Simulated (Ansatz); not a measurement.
# Ti2CO2 monolayer: phonons and vibrational spectra, part 2 of 3

Aim: the vibrations of Ti2CO2 monolayer, their spectra, and whether the structure is stable.

Ansatz 0.2.0; DFT PBE, scalar-relativistic, plane waves, PAW; PAW set soft_1.

So far. Step 4 (Tight relaxation): The largest force component left is 0.25 meV/Å, within the tolerances set.

**5. Modes at Γ**

The zone centre comes first: it holds the modes that light can see, as far as symmetry allows. The response to a homogeneous field gives the Born charges and the dielectric tensor.

input.yaml

```yaml
crystal:
  lattice:
    - [3.0291224713, 0.0, 0.0]
    - [-1.5145612356, 2.6232970113, 0.0]
    - [0.0, 0.0, 32.6]
  atoms:
    - { symbol: C, position: [0.0, 0.0, 0.3067484663] }
    - { symbol: Ti, position: [0.3333333333, 0.6666666667, 0.3468405679] }
    - { symbol: Ti, position: [0.6666666667, 0.3333333333, 0.2666563646] }
    - { symbol: O, position: [0.6666666667, 0.3333333333, 0.374650916] }
    - { symbol: O, position: [0.3333333333, 0.6666666667, 0.2388460165] }
  periodic: [true, true, false]
kpoints:
  mp_grid: { grid: [18, 18, 1] }
hamiltonian:
  xc: pbe
  pseudopotentials: { kind: paw, azcp: { folder: soft_1 } }
scf:
  occupations: { method: fixed }
output:
  eigenvalues: true
phonons:
  method: dfpt
  dielectric: true
```

Started as:

```
> ansatz run input.yaml --threads 4 --pin off --max-ram 16384MiB --backend cpu --events-out ev --progress --plain --runs-dir out
```

Numbers of over 12 decimals in the logs are rounded to 6 here.

The log of the run:

```text
Warning: phonons.dielectric: true without phonons.rigid_motions: the static dielectric tensor ε⁰ will be withheld (ε∞, Z* and the rows of modes are given); for a crystal or a slab, whose only rigid motions are the translations, set phonons.rigid_motions: translations
Warning: crystal.symmetry: narrowed to the stabiliser of the run's FFT grids — unitary ops 12 → 6. A phonons.method: dfpt run fills in the rows of the dynamical matrix that it does not solve by its symmetry operations, which is exact only for operations that map its FFT grids onto themselves: filled in by any other, the frequencies could depend on the order in which like atoms are typed, or, by more than the grids' own error, on where the crystal sits among the grids' points. Excluded: 6 operations. The run can therefore solve more perturbations, solve them on more k-points, or both, and cost more. [rest of the remark cut]
[...]
Crystal: 5 atoms, lattice volume = 259.049 Å³
Basis set: ecut = 420 eV, 4993 PW (Γ), exchange–correlation on 48×48×450 points (8 copies of the dense FFT grid, shifted against one another)
Bands: 25, of which v1, the nominal top of the filled ones, is band 20 counted from 1 (19 counted from 0)
Symmetry: 12 space group operations
k-points: 91 of 324 (irreducible under 2 space group operations, time reversal used)
[...]
SCF iter   1: F=—  HF=-6397.696458 eV  |F-HF|=—  |Δ(HF+E_count)|=         —  Δρ=1.01e-1  dr2=3.13e1  ethr=3.10e-3  ⟨swp⟩=7.4  Hψ=13221  notcnv=0  defer=218
[...]
SCF iter  14: F=-6390.430158 eV  HF=-6390.430158 eV  |F-HF|=3.64e-11  |Δ(HF+E_count)|=  3.44e-10  Δρ=1.44e-7  dr2=4.21e-11  ethr=1.00e-12  ⟨swp⟩=21.7  Hψ=24193  notcnv=0
SCF 1 converged in 14 iterations: F = -6390.430158 eV  dr2 = 4.21e-11
[...]
DFPT response loops at Γ: preconditioner auto → none (the input reference at scf.mixing.eps_inf says where Resta's filter doesn't serve); β = 0.50; Broyden in place of MSR1
── the response to a field inside a basis, on 20×20×1 k-points: an SCF that follows is theirs, and a resumed run solves both again ──
Bands: 21, of which v1, the nominal top of the filled ones, is band 20 counted from 1 (19 counted from 0)
k-points: 110
[...]
Eigensolver: Dense (110 Hₖ)
SCF iter   1: F=—  HF=-6390.419678 eV  |F-HF|=—  |Δ(HF+E_count)|=         —  Δρ=1.11e-4  dr2=7.67e-6  ethr=1.00e-1
[...]
SCF iter   4: F=-6390.419680 eV  HF=-6390.419680 eV  |F-HF|=3.11e-8  |Δ(HF+E_count)|=   4.38e-7  Δρ=4.11e-6  dr2=5.90e-8  ethr=9.79e-9
SCF 1 converged in 4 iterations: F = -6390.419680 eV  dr2 = 5.90e-8
[...]
SCF converged after 14 iterations
Free energy (F): -6390.430158 eV
[...]
Internal energy: -6390.430158 eV  (E = F + TS)
E sigma→0 (E₀):  -6390.430158 eV
Fermi energy:    -5.791781 eV
[...]
--- Band table (eV; the first three rows and the last of 91) ---
  k-point 0: bands = [... 16 lower, -10.2665, -6.9101, -5.7918, -5.7918, -5.1555, -5.1555, -4.3463, -4.3463, ... 1 higher]
  k-point 1: bands = [... 16 lower, -10.1813, -6.8490, -6.1968, -6.0574, -4.9846, -4.8883, -4.4615, -4.3377, ... 1 higher]
  k-point 2: bands = [... 16 lower, -9.9937, -6.9257, -6.7356, -6.4634, -4.9980, -4.5590, -4.3546, -4.2245, ... 1 higher]
  k-point 90: bands = [... 16 lower, -9.8763, -8.6809, -8.4884, -8.2062, -4.8087, -4.1279, -4.0076, -3.5500, ... 1 higher]
--- Phonons (Γ-DFPT): 10 representative perturbations + reference, on 91 of 324 k-points (Σ response iterations 56) ---
  ASR residual: 1.177e-4 → 0.000e0 eV/Å²; symmetrization residual: 4.729e-6 eV/Å²
  The last average, over the group as it would stand without the narrowing to the FFT grids, took up to 1.865e-6 eV/Å² of the zone centre's force constants
  ASR residual per site (eV/Å²): 1.18e-4 7.87e-5 7.16e-5 1.05e-4 1.05e-4
  Γ frequencies (cm⁻¹): 0.00 0.00 0.00 126.34 126.34 225.14 225.14 284.54 405.67 405.67 508.70 508.70 577.50 587.13 747.89
  ε∞ (high-frequency dielectric tensor):
        5.176273    -0.000000     0.000000
       -0.000000     5.176273    -0.000000
        0.000000    -0.000000     1.166484
  α∞ (the layer's polarisability for a field applied outside it; Å, Gaussian; ε∞ is over the cell's 32.600 Å):
       10.834194    -0.000000     0.000000
       -0.000000    10.834194    -0.000000
        0.000000    -0.000000     0.431896
  ε⁰ (static dielectric tensor): not given — the deck does not say what the cell's rigid motions are, and on a molecule in a box or a wire the rigid rotations would enter the sum over the modes at Γ. For a crystal or a slab, whose only rigid motions are the translations, set phonons.rigid_motions: translations.
  Born effective charges Z* (e; rows j = field, columns β = displacement):
    site 0:
        -5.76327    0.00000    0.00000
         0.00000   -5.76327    0.00000
         0.00000    0.00000   -0.23741
    site 1:
         7.01201   -0.00000    0.00000
        -0.00000    7.01201   -0.00000
         0.00000   -0.00000    0.44647
    site 2:
         7.01201   -0.00000    0.00000
        -0.00000    7.01201   -0.00000
         0.00000   -0.00000    0.44647
    site 3:
        -4.13038    0.00000   -0.00000
         0.00000   -4.13038    0.00000
        -0.00000    0.00000   -0.32776
    site 4:
        -4.13038    0.00000   -0.00000
         0.00000   -4.13038    0.00000
        -0.00000    0.00000   -0.32776
  Z* charge neutrality: 3.040e-3 e pre-enforcement
  solved inside a basis spanned on kpoints, on 20×20×1 k-points transformed towards the longest dipole: ε∞ is read to err by 2.6e-2, Z* by 2.7e-2 e (field_mesh: kpoints solves on kpoints); Z* is corrected for what the basis lacks
  optical modes at Γ without the LO–TO term, one row a degenerate level:
      ω (cm⁻¹)  modes    IR ((D/Å)²/amu)
        126.34      2             0.0000
        225.14      2           306.8182
        284.54      1             0.0000
        405.67      2             0.0000
        508.70      2            13.9768
        577.50      1             0.4480
        587.13      1             0.0000
        747.89      1             0.1623
```

Wall time 6 min (4 threads of Arm Neoverse V1, shared host); peak memory 2.8 GiB; 23 min of CPU time.

This step gave:

```
sum-rule residual before enforcement                    : 1.18e-4 eV/Å²
miss of the charge sum rule                             : 0.003040 e
estimated error of the dielectric tensor                : 0.02562
estimated error of the Born charges                     : 0.02726 e
point group                                             : -3m
highest optical mode at the zone centre (no LO-TO term) : 747.9 cm⁻¹
lowest optical zone-centre mode                         : 126.3 cm⁻¹
largest Born charge (third of the trace)                : 4.824 e
```

Without the LO-TO term. Patterns of degenerate modes are one choice out of their space. Modes at Γ, with each element's share of the kinetic energy:

```tsv
mode	frequency (cm⁻¹)	symmetry	C %	Ti %	O %
1	0.0	acoustic	9	69	23
2	0.0	acoustic	9	69	23
3	0.0	acoustic	9	69	23
4	126.3	Eg	0	89	11
5	126.3	Eg	0	89	11
6	225.1	Eu	22	31	47
7	225.1	Eu	22	31	47
8	284.5	A1g	0	68	32
9	405.7	Eg	0	11	89
10	405.7	Eg	0	11	89
11	508.7	Eu	70	0	30
12	508.7	Eu	70	0	30
13	577.5	A2u	1	23	77
14	587.1	A1g	0	32	68
15	747.9	A2u	91	9	1
```

Displacements in mode 4 (126.3 cm⁻¹), the largest set to 1:
```
C1   0.00  0.00  0.00
Ti2 -0.01  1.00  0.00
Ti3  0.01 -1.00  0.00
O4  -0.01  0.60  0.00
O5   0.01 -0.60  0.00
```

Displacements in mode 15 (747.9 cm⁻¹), the largest set to 1:
```
C1   0.00  0.00  1.00
Ti2  0.00  0.00 -0.11
Ti3  0.00  0.00 -0.11
O4   0.00  0.00 -0.05
O5   0.00  0.00 -0.05
```

High-frequency dielectric tensor, averaged over the cell of height 32.6 Å or as lengthened by the program, vacuum included. Tensor:

```tsv
	x	y	z
x	5.176	0	0
y	0	5.176	0
z	0	0	1.167
```

Born charge (rows field, columns displacement) (e), principal values of the symmetric part by kind of site:

```tsv
atom	atoms with these values	low	middle	high	mean
C1	1	-5.76	-5.76	-0.24	-3.92
Ti2	2	0.45	7.01	7.01	4.82
O4	2	-4.13	-4.13	-0.33	-2.86
```

In full for Ti2:

```
7.01 0.00 0.00
0.00 7.01 0.00
0.00 0.00 0.45
```

Transverse modes. Infrared lines, with heights relative to the strongest:

```tsv
position (cm⁻¹)	label	relative intensity
126	Eg	0.0
225	Eu	100
284	A1g	0.0
406	Eg	0.0
509	Eu	4.6
578	A2u	0.1
587	A1g	0.0
748	A2u	0.1
```

Before it was imposed, the acoustic sum rule was missed by 1.2e-4 eV/Å² and the charge sum rule by 0.0030 e. Small misses are needed for a sound result but don't prove that mesh and cutoff are converged. The lowest optical mode is real, 126 cm⁻¹.

**6. The dispersion**

Stability and thermal properties need the whole zone. Linear response on a 4×4×1 q mesh gives force constants as far as a supercell of that size would, and the tensors from the zone-centre run are typed in so that the long-range dipole term is interpolated apart.

input.yaml, the sections that differ from step 5:

```yaml
kpoints:
  mp_grid: { grid: [20, 20, 1] }
phonons:
  method: dfpt
  qmesh: [4, 4, 1]
  temperatures: { t_max: 1000, t_step: 50 }
  qpath:
    path:
      - [0.0, 0.0, 0.0]
      - [0.5, 0.0, 0.0]
      - [0.33333333, 0.33333333, 0.0]
      - [0.0, 0.0, 0.0]
    npoints: 10
  isolated: true
  non_analytic_term:
    high_frequency_dielectric_tensor: [[5.1763, 0.0, 0.0], [0.0, 5.1763, 0.0], [0.0, 0.0, 1.1665]]
    born_effective_charges:
      - { species: C, tensor: [[-5.7633, 0.0, 0.0], [0.0, -5.7633, 0.0], [0.0, 0.0, -0.2374]] }
      - { species: Ti, tensor: [[7.012, 0.0, 0.0], [0.0, 7.012, 0.0], [0.0, 0.0, 0.4465]] }
      - { species: Ti, tensor: [[7.012, 0.0, 0.0], [0.0, 7.012, 0.0], [0.0, 0.0, 0.4465]] }
      - { species: O, tensor: [[-4.1304, 0.0, 0.0], [0.0, -4.1304, 0.0], [0.0, 0.0, -0.3278]] }
      - { species: O, tensor: [[-4.1304, 0.0, 0.0], [0.0, -4.1304, 0.0], [0.0, 0.0, -0.3278]] }
    source: "zone-centre run at this cell"
# crystal, hamiltonian, scf, output: as in step 5
```

The log of the run:

```text
Warning: phonons: the dynamical matrix that this run interpolates holds no multipole term above the dipole-dipole one, and a site of this crystal is no centre of inversion, so its interpolated transverse optical and acoustic branches and sound speeds can stay off near Gamma, and the density of states and the thermodynamics with them. What a run solves at a wave vector of phonons.qpoints, Gamma apart, where the deck admits one, is free of this, and under fd what a larger phonons.supercell samples
[...]
Crystal: 5 atoms, lattice volume = 259.049 Å³
Basis set: ecut = 420 eV, 4993 PW (Γ), exchange–correlation on 48×48×450 points (8 copies of the dense FFT grid, shifted against one another)
Bands: 25, of which v1, the nominal top of the filled ones, is band 20 counted from 1 (19 counted from 0)
Symmetry: 12 space group operations
k-points: 44 of 400 (irreducible under 6 space group operations, time reversal used)
[...]
SCF iter   1: F=—  HF=-6397.696539 eV  |F-HF|=—  |Δ(HF+E_count)|=         —  Δρ=1.01e-1  dr2=3.13e1  ethr=3.10e-3  ⟨swp⟩=7.3  Hψ=6402  notcnv=0  defer=112
[...]
SCF iter  15: F=-6390.430236 eV  HF=-6390.430236 eV  |F-HF|=5.18e-11  |Δ(HF+E_count)|=  3.55e-11  Δρ=2.12e-8  dr2=1.16e-12  ethr=1.00e-12  ⟨swp⟩=21.0  Hψ=10483  notcnv=0
SCF 1 converged in 15 iterations: F = -6390.430236 eV  dr2 = 1.16e-12
[...]
NSCF: frozen V_eff on 44 k-points
[...]
DFPT response loops at q = (0, 0, 0) (fractional): preconditioner auto → none (the input reference at scf.mixing.eps_inf says where Resta's filter doesn't serve); β = 0.50; Broyden in place of MSR1
[...]
SCF converged after 15 iterations
Free energy (F): -6390.430236 eV
[...]
Internal energy: -6390.430236 eV  (E = F + TS)
E sigma→0 (E₀):  -6390.430236 eV
Fermi energy:    -5.791826 eV
[...]
--- Band table (eV; the first three rows and the last of 44) ---
  k-point 0: bands = [... 16 lower, -10.2665, -6.9101, -5.7918, -5.7918, -5.1554, -5.1554, -4.3462, -4.3462, ... 1 higher]
  k-point 1: bands = [... 16 lower, -10.1962, -6.8594, -6.1344, -6.0181, -5.0004, -4.9272, -4.4569, -4.3400, ... 1 higher]
  k-point 2: bands = [... 16 lower, -10.0347, -6.8030, -6.7212, -6.3836, -4.9778, -4.6051, -4.3905, -4.2681, ... 1 higher]
  k-point 43: bands = [... 16 lower, -9.8807, -8.9335, -8.6223, -8.5582, -4.6663, -4.2231, -4.2190, -3.4367, ... 1 higher]
--- Phonons (Γ-DFPT): 10 representative perturbations + reference (Σ response iterations 57) ---
  ASR residual: 2.326e-5 → 0.000e0 eV/Å²; symmetrization residual: 3.675e-6 eV/Å²
[...]
ASR residual per site (eV/Å²): 7.25e-6 2.29e-5 2.33e-5 2.00e-5 1.78e-5
[...]
--- Phonons (arbitrary-q DFPT): 4 irreducible q on the 4×4×1 mesh ---
  q = [0.0000, 0.0000, 0.0000] (star 1, of the zone-centre solve; hermiticity 2.87e-7, symmetrization 4.99e-11, taken by the last average 1.54e-7): -0.00 -0.00 0.00 126.39 126.39 226.35 226.35 284.54 405.71 405.71 508.80 508.80 577.51 587.10 747.89
  q = [0.0000, 0.2500, 0.0000] (star 6, 15 solved perturbations on 210 of 400 k-point pairs; hermiticity 4.37e-7, symmetrization 1.00e-10, taken by the last average 1.18e-7): 124.93 127.62 163.09 231.89 248.04 294.28 308.60 349.29 380.81 467.42 521.32 537.29 551.23 665.81 708.96
[...]
q = [0.2500, 0.2500, 0.0000] (star 6, 10 solved perturbations in 3050 linear systems a pass and spin channel, the states on 400 of 400 k-point pairs; hermiticity 1.99e-7, symmetrization 5.52e-11, taken by the last average 1.97e-7): 132.42 192.08 192.28 273.99 325.98 372.46 398.03 407.35 418.33 426.99 506.47 513.37 583.57 651.48 669.28
  sum rule: each row above includes the acoustic sum rule's correction from the zone centre's row sums; it moved no ω² by more than (0.58 cm⁻¹)²
  mesh force constants: q→R imaginary residual 2.69e-18; ASR residual 2.326e-5 → 0.000e0 eV/Å²; symmetrization residual 1.776e-14 eV/Å²
  interpolated dispersion: 31 rows × 15 modes
  density of states and harmonic sums: on the 24×24×1 q-mesh, interpolated from the force constants of a 4×4×1 supercell (with the dipole–dipole term of supplied tensors)
  largest difference from the sums on the solved wave vectors: F 3.54e-2 eV, S 5.14e-5 and C_V 1.54e-5 eV/K
  zero-point energy: 0.362228 eV/cell   skipped modes (ω ≤ 0): 3   left out of the sums: 3.47e-4 of the cell's modes: C_V's classical limit lies that fraction below 3 k_B per atom; for a crystal, a wire or a layer, F and S can be off by more, and a phonons.interpolated_qmesh denser along its periods is the remedy for the sampling
```

It took 33 min on 4 threads; peak memory 5.4 GiB; 2.2 h of CPU time.

Numbers from this step:

| Property | Result |
| --- | --- |
| sum-rule residual before enforcement | 2.33e-5 eV/Å² |
| lowest frequency on the path | 0 cm⁻¹ |
| highest frequency on the path or at a solved wavevector | 747.9 cm⁻¹ |
| mean frequency | 388.3 cm⁻¹ |
| lowest optical zone-centre mode | 126.4 cm⁻¹ |
| lowest mode on the q mesh (acoustic modes at Γ apart) | 124.9 cm⁻¹ |
| zero-point energy per atom | 72.45 meV |
| heat capacity at 300 K | 18.43 J/(mol atoms K) |
| vibrational entropy at 300 K | 16.29 J/(mol atoms K) |

Frequencies (cm⁻¹) solved at each irreducible wavevector; negative means imaginary. Frequencies by wavevector, by row:

```tsv
q in reciprocal lattice units	star	mode 1	mode 2	mode 3	mode 4	mode 13	mode 14	mode 15
0 0 0	1	0	0	0	126.4	577.5	587.1	747.9
0 0.25 0	6	124.9	127.6	163.1	231.9	551.2	665.8	709
0 -0.5 0	3	157.1	159	177.3	180	547.8	623.9	702.7
0.25 0.25 0	6	132.4	192.1	192.3	274	583.6	651.5	669.3
```

Interpolated from a 4×4×1 q mesh, with the LO-TO term (at Γ the limit along the path; where Γ stands inside the path, tables give the limit on arrival). Phonon branches along the path, in cm⁻¹:

```tsv
point	branch 1	branch 2	branch 3	branch 4	branch 12	branch 13	branch 14	branch 15
Γ	0	0	0	126	509	578	587	748
halfway	125	128	163	232	537	551	666	709
M	157	159	177	180	503	548	624	703
halfway	149	173	190	265	521	579	621	697
K	153	153	222	340	494	615	664	664
halfway	118	156	181	245	537	540	672	693
Γ	0	0	0	126	509	578	587	748
```

Tetrahedra on a 24×24×1 mesh, mean over bins of 10 cm-1. Interpolated from a 4×4×1 q mesh. Phonon density of states against wavenumber; read off at these points:

```tsv
wavenumber (cm⁻¹)	phonon density of states (1/cm⁻¹/cell)
5	6.9e-4
25	0.00133
45	0.00202
65	0.00295
85	0.00427
105	0.0077
125	0.0193
145	0.0451
165	0.0297
175	0.0365
185	0.0349
205	0.0133
225	0.0183
245	0.0206
265	0.0133
285	0.0172
305	0.0186
325	0.0215
345	0.0158
365	0.0239
385	0.0784
405	0.0319
425	0.0219
445	0.0162
465	0.0162
485	0.0184
505	0.0309
525	0.0570
545	0.0529
565	0.0167
585	0.00357
605	0.00455
625	0.0206
645	0.0182
665	0.0225
685	0.0165
705	0.0144
725	0.00511
745	0.00526
```

(Continued in part 3 of 3.)

[Logs are printed without paths, hosts, clocks, repeated set-up lines and the standing remarks that a program may print on its own settings, such as how far it seeks lower states.]

[Hosts, paths, dates, database ids (printed as entryN), source tags and the programs' standing remarks are cut or masked in the printed files.]
